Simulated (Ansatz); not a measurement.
Rows from a G0W0 calculation on SiBPC (zincblende [110] superlattice) (Ansatz 0.2.0; G0W0 on PBEsol, plane waves, PAW; PAW set soft_1; 4×4×2 mesh, 86 empty bands, screening to 36 eV, PAW set soft_1 files), in eV. Spin-orbit coupling is left out.

| row | k | band | start | Σx | Σc at the solution | Vxc |
| --- | --- | --- | --- | --- | --- | --- |
| A | (0.000, 0.000, -0.500) | c2 | 11.517 | -7.211 | -3.715 | -11.973 |
| B | (0.000, 0.000, -0.500) | v2 | 9.535 | -16.727 | 2.181 | -15.007 |
| C | (-0.500, 0.000, 0.000) | c1 | 10.437 | -7.343 | -3.411 | -11.692 |
| D | (0.000, 0.000, -0.500) | v1 | 9.969 | -16.927 | 2.355 | -15.107 |
| E | (0.000, 0.000, -0.500) | c1 | 10.816 | -7.187 | -3.609 | -11.790 |
| F | (-0.500, 0.000, 0.000) | v1 | 7.796 | -17.389 | 2.901 | -14.815 |

**Question.** Work out each quasiparticle level and how far it moved.

The quasiparticle equation reads E = start + Σx + Σc(E) − Vxc.

| row | E (eV) | shift (eV) |
| --- | --- | --- |
| A | 12.563 | +1.047 |
| B | 9.996 | +0.461 |
| C | 11.375 | +0.938 |
| D | 10.504 | +0.535 |
| E | 11.810 | +0.993 |
| F | 8.123 | +0.327 |

The gap over the computed points goes from 0.47 eV to 0.87 eV.

Limits: not at the basis limit; coarse k mesh.

[Runs of the session that timed out or met a known fault of the program may be left out.]

[Cells called generated may have been cut or substituted from an entry of the Crystallography Open Database or the Materials Project.]

[Hosts, paths, dates, database ids (printed as entryN), source tags and the programs' standing remarks are cut or masked in the printed files.]
